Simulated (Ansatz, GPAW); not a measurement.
# A 7-layer slab of Na(110): work function by functional and basis

How far do functional and basis move the work function of a 7-layer slab of Na(110)?

Calculated with GPAW 26.7.0 and Ansatz 0.2.0; Ansatz plane waves; slab in vacuum with a dipole correction, relaxation, in the first sound run; inputs show where later runs differ.

## 1. Starting point

The cell holds 7 atoms: 7 Na. Its edges and angles: a = 3.663 Å, b = 3.663 Å, c = 35.946 Å, α = 90.0°, β = 90.0°, γ = 70.5°. Vacuum lies along c.

## 2. Relaxation

The atoms are relaxed first, since the surface dipole, and with it the work function, follows the positions of the outer layers. The lowest 3 atoms are held at bulk positions and keep their forces.

The input, input.yaml:

```yaml
crystal:
  lattice:
    - [2.9910616844, -2.115, 0.0]
    - [2.9910616844, 2.115, 0.0]
    - [0.0, 0.0, 35.9463701065]
  atoms:
    - { symbol: Na, position: [0.0, 0.0, 0.2503729855] }
    - { symbol: Na, position: [0.5, 0.5, 0.3335819903] }
    - { symbol: Na, position: [0.0, 0.0, 0.4167909952] }
    - { symbol: Na, position: [0.5, 0.5, 0.5] }
    - { symbol: Na, position: [0.0, 0.0, 0.5832090048] }
    - { symbol: Na, position: [0.5, 0.5, 0.6664180097] }
    - { symbol: Na, position: [0.0, 0.0, 0.7496270145] }
kpoints:
  mp_grid: { grid: [9, 9, 1] }
hamiltonian:
  xc: pbe
scf:
  occupations: { method: fermi_dirac, width: 0.1 }
efield:
  axis: 3
  dipole_correction: true
  ramp_width: 0.05
relax:
  f_tol: 0.02
  max_steps: 60
  constraints: [{ sites: [0, 1, 2] }]
output:
  write_potential: true
  write_density: true
  volumetric_format: npy
```

Launch:

```console
$ ansatz run input.yaml --threads 4 --pin off --max-ram 8192MiB --backend cpu --events-out ev --progress --plain --runs-dir out
```

Numbers of over 12 decimals in the logs are rounded to 6 here.

Log:

```text
Engine: ansatz 0.2.0, x86_64-unknown-linux-gnu
Pseudopotentials: kind: paw
Pseudopotential: Na, paw, valence charge 9, recommended cutoff 420 eV (normal), Na.paw.azcp
Functional definition: PBE
  parameter kappa = 0.804
  parameter beta = 0.066725
  exchange = pbe_x(kappa = kappa, mu = beta*pi^2/3)
  correlation = pbe_c(beta = beta)
Crystal: 7 atoms, lattice volume = 454.800 Å³
Basis set: ecut = 420 eV, 8835 PW (Γ), exchange–correlation on 50×50×486 points (8 copies of the dense FFT grid, shifted against one another)
Bands: 39, of which v1, the nominal top of the filled ones, is band 32 counted from 1 (31 counted from 0)
Symmetry: 4 space group operations
k-points: 25 of 81
Non-local potential: Na, projectors of the file, l = 0: 3, l = 1: 2, l = 2: 1
PAW form: soft (Blöchl's): semilocal exchange-correlation on the pseudo side does not see the compensation charge
PAW one-centre angular grid: Na, 110 points (default); XC on 64 Gauss nodes
Initial density: superposition of atomic densities (neutral atoms: chi_scale 0, normalization atom), corrected by the library's trained network
Initial wavefunctions: pseudopotential atomic-orbital guess
Functional: x = pbe(κ = 0.804, μ = 0.219515), c = pbe(β = 0.066725)
SCF iter   1: F=—  HF=-10404.716360 eV  |F-HF|=—  |Δ(HF+E_count)|=         —  Δρ=1.95e-3  dr2=1.67e0  ethr=1.77e-3  p=0.000 e·Å  D=9.17e-14 V/Å  ΔV_dip=-0.00 eV  dr2_dipole=2.73e-14  V_vac-E_F(+/−)=3.09/3.09 eV  ⟨swp⟩=11.3  Hψ=4850  notcnv=0
efield: sawtooth ramp at fractional position 0.9750 (placed from the atoms, in the widest stretch of the axis that holds none; the zero of the levels goes with the place), width 0.0500; the density the first Hamiltonian is built on has a dipole p = 0.000 e·Å; the dipole correction subtracts the counter field D = 9.17e-14 V/Å, which shifts the + side's vacuum level by -0.00 eV against the − side's; the planar-averaged density in the ramp window peaks in size at 2.0e-5 e/Å³
preconditioner: auto → LDOS  [metal: Δε(μ)=0.095 eV  Ē_g=3.088 eV  σ=0.100 eV  W_gap=0.22  n_scr=58 (ndim 8)  ℏωp=4.6 eV  f_vac=0.393  D(μ)=3.23/eV (n_scr^D=12)  β→1.0]
SCF iter   2: F=—  HF=-10404.651140 eV  |F-HF|=—  |Δ(HF+E_count)|=   6.52e-2  Δρ=5.93e-4  dr2=6.61e-3  ethr=1.77e-3  p=-0.000 e·Å  D=-1.92e-6 V/Å  ΔV_dip=0.00 eV  dr2_dipole=1.84e-10  V_vac-E_F(+/−)=2.80/2.80 eV  ⟨swp⟩=1.8  Hψ=1207  notcnv=0
SCF iter   3: F=—  HF=-10404.650864 eV  |F-HF|=—  |Δ(HF+E_count)|=   2.76e-4  Δρ=3.16e-4  dr2=6.71e-4  ethr=1.05e-5  p=-0.000 e·Å  D=-7.89e-7 V/Å  ΔV_dip=0.00 eV  dr2_dipole=5.34e-10  V_vac-E_F(+/−)=2.85/2.85 eV  ⟨swp⟩=2.2  Hψ=1629  notcnv=0
SCF iter   4: F=—  HF=-10404.650732 eV  |F-HF|=—  |Δ(HF+E_count)|=   1.33e-4  Δρ=7.71e-5  dr2=5.36e-5  ethr=1.07e-6  p=-0.000 e·Å  D=-4.00e-7 V/Å  ΔV_dip=0.00 eV  dr2_dipole=1.17e-10  V_vac-E_F(+/−)=2.84/2.84 eV  ⟨swp⟩=2.0  Hψ=1631  notcnv=0
iter 5 did not close the SCF: its close was put off for the readings that it lacked (scf_convergence_deferred on its scf_iter line)
SCF iter   5: F=-10404.650724 eV  HF=-10404.650726 eV  |F-HF|=1.79e-6  |Δ(HF+E_count)|=   5.61e-6  Δρ=1.38e-5  dr2=4.09e-6  ethr=8.50e-8  p=-0.000 e·Å  D=-1.84e-7 V/Å  ΔV_dip=0.00 eV  dr2_dipole=4.46e-12  V_vac-E_F(+/−)=2.84/2.84 eV  ⟨swp⟩=2.0  Hψ=1610  notcnv=0
SCF iter   6: F=-10404.650726 eV  HF=-10404.650726 eV  |F-HF|=5.84e-8  |Δ(HF+E_count)|=   2.64e-7  Δρ=2.85e-6  dr2=1.89e-7  ethr=6.49e-9  p=-0.000 e·Å  D=-6.80e-8 V/Å  ΔV_dip=0.00 eV  dr2_dipole=7.59e-16  V_vac-E_F(+/−)=2.84/2.84 eV  ⟨swp⟩=8.0  Hψ=6520  notcnv=0
SCF 1 converged in 6 iterations: F = -10404.650726 eV  dr2 = 1.89e-7
  greatest PAW one-centre occupation: 0.999 electrons in one spin orbital (limit 2), on the Na atom at site 6 (counted from 0), in its partial waves of l = 0
relax step   1: F+E_penalty+E_count = -10404.65072612 eV  Δ(F+E_penalty+E_count) = +0.000e0 eV  max|allowed force component| = 3.266e-2 eV/Å  Δτ_max = 0.0000 Å  (6 SCF iters, dr2 threshold 1.00e-5 eV, accepted)
Initial density: handed on by an earlier stage of this run
Initial wavefunctions: those handed on with the density
iter 1 solved again at ethr=1.59e-6 eV; its pass at ethr=3.10e-3 eV (dr2=1.00e-3 eV) is discarded
SCF iter   1: F=—  HF=-10404.651319 eV  |F-HF|=—  |Δ(HF+E_count)|=         —  Δρ=7.41e-5  dr2=5.28e-4  ethr=1.59e-6  p=-0.000 e·Å  D=-5.38e-7 V/Å  ΔV_dip=0.00 eV  dr2_dipole=1.35e-4  V_vac-E_F(+/−)=2.84/2.84 eV  ⟨swp⟩=2.0  Hψ=2853  notcnv=0
efield: sawtooth ramp at fractional position 0.9750 (handed on by an earlier solve), width 0.0500; the density the first Hamiltonian is built on has a dipole p = -0.000 e·Å; the dipole correction subtracts the counter field D = -5.38e-7 V/Å, which shifts the + side's vacuum level by +0.00 eV against the − side's; the planar-averaged density in the ramp window peaks in size at 1.9e-5 e/Å³
preconditioner: auto → LDOS  [metal: Δε(μ)=0.133 eV  Ē_g=3.037 eV  σ=0.100 eV  W_gap=0.31  n_scr=58 (ndim 8)  ℏωp=4.6 eV  f_vac=0.396  D(μ)=3.19/eV (n_scr^D=12)  β→1.0]
SCF iter   2: F=—  HF=-10404.651286 eV  |F-HF|=—  |Δ(HF+E_count)|=   3.29e-5  Δρ=1.79e-5  dr2=3.33e-6  ethr=8.37e-7  p=0.001 e·Å  D=2.08e-4 V/Å  ΔV_dip=-0.01 eV  dr2_dipole=6.20e-7  V_vac-E_F(+/−)=2.83/2.84 eV  ⟨swp⟩=1.1  Hψ=978  notcnv=0
SCF iter   3: F=—  HF=-10404.651393 eV  |F-HF|=—  |Δ(HF+E_count)|=   1.07e-4  Δρ=6.43e-6  dr2=7.73e-7  ethr=1.59e-10  p=0.000 e·Å  D=1.18e-4 V/Å  ΔV_dip=-0.00 eV  dr2_dipole=4.90e-8  V_vac-E_F(+/−)=2.84/2.84 eV  ⟨swp⟩=9.4  Hψ=6707  notcnv=0
SCF iter   4: F=-10404.651393 eV  HF=-10404.651393 eV  |F-HF|=5.38e-8  |Δ(HF+E_count)|=   1.47e-7  Δρ=3.37e-6  dr2=6.82e-8  ethr=1.59e-10  p=0.000 e·Å  D=9.25e-5 V/Å  ΔV_dip=-0.00 eV  dr2_dipole=1.00e-8  V_vac-E_F(+/−)=2.84/2.84 eV  ⟨swp⟩=6.4  Hψ=6027  notcnv=0
SCF 2 converged in 4 iterations: F = -10404.651393 eV  dr2 = 6.82e-8
relax step   2: F+E_penalty+E_count = -10404.65139268 eV  Δ(F+E_penalty+E_count) = -6.666e-4 eV  max|allowed force component| = 2.703e-2 eV/Å  Δτ_max = 0.0316 Å  (4 SCF iters, accepted)
SCF iter   1: F=—  HF=-10404.652650 eV  |F-HF|=—  |Δ(HF+E_count)|=         —  Δρ=3.89e-4  dr2=3.54e-2  ethr=1.98e-4  p=0.000 e·Å  D=9.13e-5 V/Å  ΔV_dip=-0.00 eV  dr2_dipole=1.98e-2  V_vac-E_F(+/−)=2.84/2.84 eV  ⟨swp⟩=4.8  Hψ=2362  notcnv=0
efield: sawtooth ramp at fractional position 0.9750 (handed on by an earlier solve), width 0.0500; the density the first Hamiltonian is built on has a dipole p = 0.000 e·Å; the dipole correction subtracts the counter field D = 9.13e-5 V/Å, which shifts the + side's vacuum level by -0.00 eV against the − side's; the planar-averaged density in the ramp window peaks in size at 1.1e-5 e/Å³
preconditioner: auto → LDOS  [metal: Δε(μ)=0.105 eV  Ē_g=3.053 eV  σ=0.100 eV  W_gap=0.25  n_scr=58 (ndim 8)  ℏωp=4.6 eV  f_vac=0.401  D(μ)=3.19/eV (n_scr^D=12)  β→1.0]
SCF iter   2: F=—  HF=-10404.652974 eV  |F-HF|=—  |Δ(HF+E_count)|=   3.24e-4  Δρ=1.77e-4  dr2=1.09e-2  ethr=5.62e-5  p=0.003 e·Å  D=1.30e-3 V/Å  ΔV_dip=-0.05 eV  dr2_dipole=7.36e-3  V_vac-E_F(+/−)=2.80/2.85 eV  ⟨swp⟩=1.0  Hψ=1175  notcnv=0
SCF iter   3: F=—  HF=-10404.652677 eV  |F-HF|=—  |Δ(HF+E_count)|=   2.96e-4  Δρ=6.87e-5  dr2=8.17e-4  ethr=1.73e-5  p=0.002 e·Å  D=7.38e-4 V/Å  ΔV_dip=-0.03 eV  dr2_dipole=5.15e-4  V_vac-E_F(+/−)=2.82/2.84 eV  ⟨swp⟩=1.0  Hψ=975  notcnv=0
SCF iter   4: F=—  HF=-10404.652671 eV  |F-HF|=—  |Δ(HF+E_count)|=   5.92e-6  Δρ=1.73e-5  dr2=4.10e-5  ethr=1.30e-6  p=0.001 e·Å  D=4.38e-4 V/Å  ΔV_dip=-0.02 eV  dr2_dipole=2.98e-5  V_vac-E_F(+/−)=2.83/2.84 eV  ⟨swp⟩=1.1  Hψ=978  notcnv=0
SCF iter   5: F=—  HF=-10404.652763 eV  |F-HF|=—  |Δ(HF+E_count)|=   9.15e-5  Δρ=9.63e-6  dr2=9.24e-6  ethr=6.51e-8  p=0.001 e·Å  D=4.21e-4 V/Å  ΔV_dip=-0.02 eV  dr2_dipole=6.13e-6  V_vac-E_F(+/−)=2.83/2.84 eV  ⟨swp⟩=1.0  Hψ=975  notcnv=0
SCF iter   6: F=—  HF=-10404.652763 eV  |F-HF|=—  |Δ(HF+E_count)|=   2.57e-7  Δρ=3.37e-6  dr2=3.89e-7  ethr=1.47e-8  p=0.001 e·Å  D=4.15e-4 V/Å  ΔV_dip=-0.01 eV  dr2_dipole=1.74e-7  V_vac-E_F(+/−)=2.83/2.84 eV  ⟨swp⟩=1.0  Hψ=975  notcnv=0
SCF iter   7: F=-10404.652763 eV  HF=-10404.652763 eV  |F-HF|=9.38e-8  |Δ(HF+E_count)|=   2.07e-8  Δρ=4.98e-7  dr2=5.10e-8  ethr=1.59e-10  p=0.001 e·Å  D=4.07e-4 V/Å  ΔV_dip=-0.01 eV  dr2_dipole=4.74e-8  V_vac-E_F(+/−)=2.83/2.84 eV  ⟨swp⟩=8.2  Hψ=5461  notcnv=0
SCF 3 converged in 7 iterations: F = -10404.652763 eV  dr2 = 5.10e-8
relax step   3: F+E_penalty+E_count = -10404.65276258 eV  Δ(F+E_penalty+E_count) = -1.370e-3 eV  max|allowed force component| = 4.560e-3 eV/Å  Δτ_max = 0.1515 Å  (7 SCF iters, accepted)
NSCF: frozen V_eff on 25 k-points
the band table was solved once a step of the walk had ended and its energy, with any forces and stress, was formed, with the checks that follow a solve (4734 applications of the Hamiltonian). They found nothing against the state; the energy, forces and stress were not computed again (output.eigenvalues in the input reference)
WARN: The output density's exchange-correlation potential varies sharply where the density is thin. Do not read a vacuum level from v_tot or v_xc, or from such a field of the output density. On a cell that repeats whose density bears no net charge and no dipole along the vacuum's axis use v_es (v_loc + v_h of the components); under efield.dipole_correction with no amplitude use v_es + v_field, which holds any externa [...]
SCF converged after 7 iterations
Free energy (F): -10404.652763 eV
Harris-Foulkes:  -10404.652763 eV  (|F-HF|=9.38e-8)
Internal energy: -10404.546232 eV  (E = F + TS)
E sigma→0 (E₀):  -10404.599497 eV
Entropy (-TS):   -0.106531 eV (-15.219 meV/atom)
Fermi energy:    -0.172189 eV
Dipole field:    D = 0.000213 V/Å  (p = 0.000535 e·Å, saw-weighted, corrected)
Work function:   Φ+ = 2.8323 eV   Φ− = 2.8400 eV
Levels:          The Fermi level and band energies are counted from a zero that moves with the ramp; work functions are not
--- Per-component energies (eV) ---
  E_band       = -1812.132141
  E_kinetic    = 840.618581
  E_local      = -41273.145962  (includes V_loc(G=0)·N_el)
  E_nonlocal   = 805.622033
  E_hartree    = 19219.218210
  E_xc         = -267.859658
  E_vxc        = -344.136850  (∫ρ·V_xc dr)
  E_paw        = -1842.175680  (= ΣΔE_a)
  E_vpaw       = -279.549374  (= ΣTr[D̂ρ^β])
  E_aug_tail   = -0.000222  (compensation charges beyond the density's cutoff)
  E_efield     = 0.000000  (sawtooth field / dipole correction)
  E_vefield    = 0.000674  (∫n·V_field dr)
  E_ewald      = 12113.176467
  E_smearing   = -0.106531  (= −TS)
  E_closure    = -0.000000  (closes the sum)
  Σ components = -10404.652763   (vs F -10404.652763, Δ=0.00e0)
--- Forces (eV/Å), atoms counted from 1 ---
  atom   1  Na     0.00000000     0.00000000     0.03259604
  atom   2  Na     0.00000000     0.00000000    -0.01839864
  atom   3  Na     0.00000000     0.00000000    -0.01431013
  atom   4  Na     0.00000000     0.00000000    -0.00007869
  atom   5  Na     0.00000000     0.00000000     0.00168863
  atom   6  Na     0.00000000     0.00000000    -0.00456008
  atom   7  Na     0.00000000     0.00000000     0.00307851
  max |Σ_I F_I| component: 1.57e-5 eV/Å
--- Band table (eV; the first three rows and the last of 25) ---
  k-point 0: bands = [... 28 lower, -3.3582, -3.1462, -2.7924, -2.2955, -1.6569, -0.9147, -0.0952, 0.5806, ... 3 higher]
  k-point 1: bands = [... 28 lower, -3.1978, -2.9864, -2.6335, -2.1377, -1.5006, -0.7601, 0.0572, 0.7264, ... 3 higher]
  k-point 2: bands = [... 28 lower, -2.7197, -2.5099, -2.1595, -1.6672, -1.0345, -0.2993, 0.5109, 1.1642, ... 3 higher]
  k-point 24: bands = [... 28 lower, 0.7092, 0.8970, 1.1738, 1.2144, 1.3842, 1.6694, 1.7286, 2.1899, ... 3 higher]
--- Relaxed structure (3 steps of the walk, 3 accepted, 0 SCFs on fresh bases) ---
  F+E_penalty+E_count = -10404.65276258 eV   max|allowed force component| = 4.560e-3 eV/Å
  atoms:
    - { symbol: Na, position: [0.0, 0.0, 0.2503729855] }
    - { symbol: Na, position: [0.5, 0.5, 0.3335819903] }
    - { symbol: Na, position: [0.0, 0.0, 0.4167909952] }
    - { symbol: Na, position: [0.5, 0.5, 0.499226] }
    - { symbol: Na, position: [0.0, 0.0, 0.581682] }
    - { symbol: Na, position: [0.5, 0.5, 0.664032] }
    - { symbol: Na, position: [0.0, 0.0, 0.744532] }
```

Wall time 28 s (4 threads of Intel Xeon Platinum 8259CL at 2.50GHz (Skylake/Cascade Lake), shared host); peak memory 0.97 GiB; 94 s of CPU time.

Step by step:

| step | energy less that of the first step (eV) | largest force component (eV/Å) |
| --- | --- | --- |
| 1 | 0.0000 | 0.0327 |
| 2 | -0.0007 | 0.0270 |
| 3 | -0.0020 | 0.0046 |

The run keeps the 4 symmetry operations that it works with, so distortions that break them were not tested.

The atoms that moved most (Å):

| atom | dx | dy | dz | length |
| --- | --- | --- | --- | --- |
| Na7 | 0.000 | 0.000 | -0.183 | 0.183 |
| Na6 | 0.000 | 0.000 | -0.086 | 0.086 |
| Na5 | 0.000 | 0.000 | -0.055 | 0.055 |
| Na4 | 0.000 | 0.000 | -0.028 | 0.028 |

This step gave:

- free energy: -10404.6528 eV
- smearing term TS: 0.1065 eV
- symmetry operations: 4
- upper work function: 2.832 eV
- lower work function: 2.840 eV
- dipole along the normal: 5.35e-4 e·Å
- dipole field: 2.13e-4 V/Å
- vacuum level above: 2.660 eV
- vacuum level below: 2.668 eV

The electrostatic potential energy of an electron (with the applied field's), less the Fermi level, planar mean oscillates, so the rows of the table below give means over windows of 2.96 Å about each position, cut where the curve ends. Its maxima inside the range that stand out by 2 % of the span (Å: eV): 10.5: 1.87, 13.5: 1.86, 16.4: 1.81, 19.4: 1.81, 22.3: 1.80, 25.3: 1.73. Its minima: 9.0: -6.03, 12.0: -5.94, 14.9: -5.92, 17.9: -5.88, 20.9: -5.90, 23.8: -5.86, 26.8: -6.04.

The electrostatic potential energy of an electron (with the applied field's), less the Fermi level, planar mean by z; means over each step:

| z (Å) | electrostatic potential energy of an electron (with the applied field's), less the Fermi level, planar mean (eV) |
| --- | --- |
| 1.48 | 2.84 |
| 4.44 | 2.83 |
| 7.40 | 1.04 |
| 10.36 | -0.817 |
| 13.32 | -0.815 |
| 16.28 | -0.895 |
| 19.24 | -0.889 |
| 22.20 | -0.902 |
| 25.16 | -1.07 |
| 28.12 | 0.328 |
| 31.08 | 2.81 |
| 34.04 | 2.83 |

The valence density, planar mean oscillates, so the rows of the table below give means over windows of 2.96 Å about each position, cut where the curve ends. Its maxima inside the range that stand out by 2 % of the span (Å: e/Å³): 9.0: 0.911, 12.0: 0.912, 14.9: 0.903, 17.9: 0.901, 20.9: 0.898, 23.8: 0.898, 26.8: 0.913. Its minima: 10.7: 0.0293, 13.6: 0.0295, 16.4: 0.0300, 19.4: 0.0300, 22.3: 0.0300, 25.1: 0.0309.

Valence density, planar mean against z; means over each step:

| z (Å) | valence density, planar mean (e/Å³) |
| --- | --- |
| 1.48 | 0 |
| 4.44 | 2.0e-4 |
| 7.40 | 0.0841 |
| 10.36 | 0.232 |
| 13.32 | 0.232 |
| 16.28 | 0.240 |
| 19.24 | 0.239 |
| 22.20 | 0.240 |
| 25.16 | 0.258 |
| 28.12 | 0.155 |
| 31.08 | 3.0e-4 |
| 34.04 | 1.2e-6 |

The relaxation lowered the energy of the cell by 0.00204 eV.

## 3. Plane waves, PBE

The work function is the vacuum plateau of the electrostatic potential less the Fermi level; a dipole layer lets the two faces have plateaus of their own.

This step: GPAW, PAW setups; slab in vacuum (GPAW 26.7.0).

The input, run.py:

```python
import json
import numpy as np
from ase import Atoms
from gpaw import GPAW, PW

slab = Atoms(
    ['Na', 'Na', 'Na', 'Na', 'Na', 'Na', 'Na'],
    positions=[
        [0.00000, 0.00000, 9.00000],
        [2.99106, 0.00000, 11.99106],
        [0.00000, 0.00000, 14.98212],
        [2.99106, 0.00000, 17.94535],
        [0.00000, 0.00000, 20.90936],
        [2.99106, 0.00000, 23.86953],
        [0.00000, 0.00000, 26.76324]],
    cell=[[2.99106, -2.115, 0.0], [2.99106, 2.115, 0.0], [0.0, 0.0, 35.94637]],
    pbc=[True, True, False])

slab.calc = GPAW(mode=PW(400), xc='PBE', kpts={'size': (9, 9, 1), 'gamma': True},
                 occupations={'name': 'fermi-dirac', 'width': 0.1}, nbands='160%',
                 convergence={'density': 1e-05}, maxiter=200,
                 poissonsolver={'dipolelayer': 'xy'},
                 symmetry={'tolerance': 1e-3}, txt='slab.txt')
result = {}
energy = slab.get_potential_energy()
fermi = slab.calc.get_fermi_level()
v = slab.calc.get_electrostatic_potential().mean((0, 1)) - fermi
n = slab.calc.get_pseudo_density().mean((0, 1))
L = slab.cell[2, 2]
z = np.arange(len(v)) * L / len(v)
low, high = slab.positions[:, 2].min(), slab.positions[:, 2].max()
below, above = np.interp([low - 6.8, high + 6.8], z, v)
slopes = [np.interp(x, z, np.gradient(v, z)) for x in (low - 6.8, high + 6.8)]
eps = np.array([[slab.calc.get_eigenvalues(k, s) for k in range(len(slab.calc.get_ibz_k_points()))]
                for s in range(slab.calc.get_number_of_spins())]) - fermi
top, bottom = eps[eps < 0].max(), eps[eps > 0].min()
dipole = slab.get_dipole_moment()[2]
print(f'energy {energy:.4f} eV, Fermi level {fermi:.4f} eV, dipole {dipole:.5f} e A')
print(f'potential 6.8 A off the faces, from the Fermi level: lower {below:.4f} eV, upper {above:.4f} eV')
print(f'slope of the potential there: lower {slopes[0]:.5f}, upper {slopes[1]:.5f} eV/A')
print(f'nearest levels on the mesh: {top:.4f} and {bottom:.4f} eV')
print('magnetic moment', round(slab.get_magnetic_moment(), 3))
result.update(energy=energy, fermi=fermi, dipole=dipole, below=below, above=above, slopes=slopes, edges=[top, bottom],
              z=z.tolist(), v=v.tolist(), n=n.tolist(), positions=slab.positions.tolist(),
              forces=slab.get_forces(apply_constraint=False).tolist(), moments=slab.get_magnetic_moments().tolist())
json.dump(result, open('result.json', 'w'))
```

Launch:

```console
$ OMP_NUM_THREADS=1 OPENBLAS_NUM_THREADS=1 python run.py
```

Log:

```text
energy -8.9427 eV, Fermi level -1.0083 eV, dipole 0.00075 e A
potential 6.8 A off the faces, from the Fermi level: lower 2.8423 eV, upper 2.8278 eV
slope of the potential there: lower -0.00008, upper 0.00009 eV/A
nearest levels on the mesh: -0.0941 and 0.0179 eV
magnetic moment 0.0
```

Wall time 8 min (1 thread); peak memory 0.4 GiB.

Numbers from this step:

```yaml
dipole_along_the_normal: 7.54e-4 e·Å
levels_nearest_the_fermi_level_on_the_mesh: -0.09407, 0.01792 eV from the Fermi level
upper_work_function: 2.828 eV
lower_work_function: 2.842 eV
```

The electrostatic potential energy of an electron (without an applied field's), less the Fermi level, planar mean oscillates, so the rows of the table below give means over windows of 3 Å about each position, cut where the curve ends. Its maxima inside the range that stand out by 2 % of the span (Å: eV): 10.4: 1.84, 13.4: 1.82, 16.4: 1.78, 19.5: 1.80, 22.5: 1.79, 25.2: 1.71. Its minima: 9.0: -3.48, 12.0: -3.38, 15.0: -3.40, 18.0: -3.35, 20.9: -3.37, 23.9: -3.36, 26.7: -3.46.

Table of electrostatic potential energy of an electron (without an applied field's), less the Fermi level, planar mean by z; means over each step:

| z (Å) | electrostatic potential energy of an electron (without an applied field's), less the Fermi level, planar mean (eV) |
| --- | --- |
| 1.50 | 2.84 |
| 4.50 | 2.83 |
| 7.50 | 1.04 |
| 10.50 | -0.228 |
| 13.50 | -0.230 |
| 16.50 | -0.287 |
| 19.50 | -0.286 |
| 22.50 | -0.290 |
| 25.50 | -0.420 |
| 28.50 | 1.50 |
| 31.50 | 2.82 |
| 34.50 | 2.83 |

The pseudo valence density, planar mean oscillates, so the rows of the table below give means over windows of 3 Å about each position, cut where the curve ends. Its maxima inside the range that stand out by 2 % of the span (Å: e/Å³): 9.0: 0.686, 12.0: 0.686, 15.0: 0.686, 18.0: 0.683, 21.0: 0.671, 24.0: 0.648, 26.7: 0.686. Its minima: 10.7: 0.0294, 13.5: 0.0295, 16.5: 0.0299, 19.5: 0.0299, 22.3: 0.0300, 25.2: 0.0309.

Table of pseudo valence density, planar mean by z; means over each step:

| z (Å) | pseudo valence density, planar mean (e/Å³) |
| --- | --- |
| 1.50 | 7.7e-7 |
| 4.50 | 2.3e-4 |
| 7.50 | 0.0912 |
| 10.50 | 0.187 |
| 13.50 | 0.186 |
| 16.50 | 0.192 |
| 19.50 | 0.192 |
| 22.50 | 0.192 |
| 25.50 | 0.204 |
| 28.50 | 0.0464 |
| 31.50 | 1.5e-4 |
| 34.50 | 0 |

The potential is flat to 9.1e-5 eV/Å where it is read, so the vacuum is wide enough. The geometry is the other program's minimum; here the largest force on a free atom is 0.0046 eV/Å.

(Part 1 of 3 ends here.)

[Logs are printed without paths, hosts, clocks, repeated set-up lines and the standing remarks that a program may print on its own settings, such as how far it seeks lower states.]

[Hosts, paths, dates, database ids (printed as entryN), source tags and the programs' standing remarks are cut or masked in the printed files.]
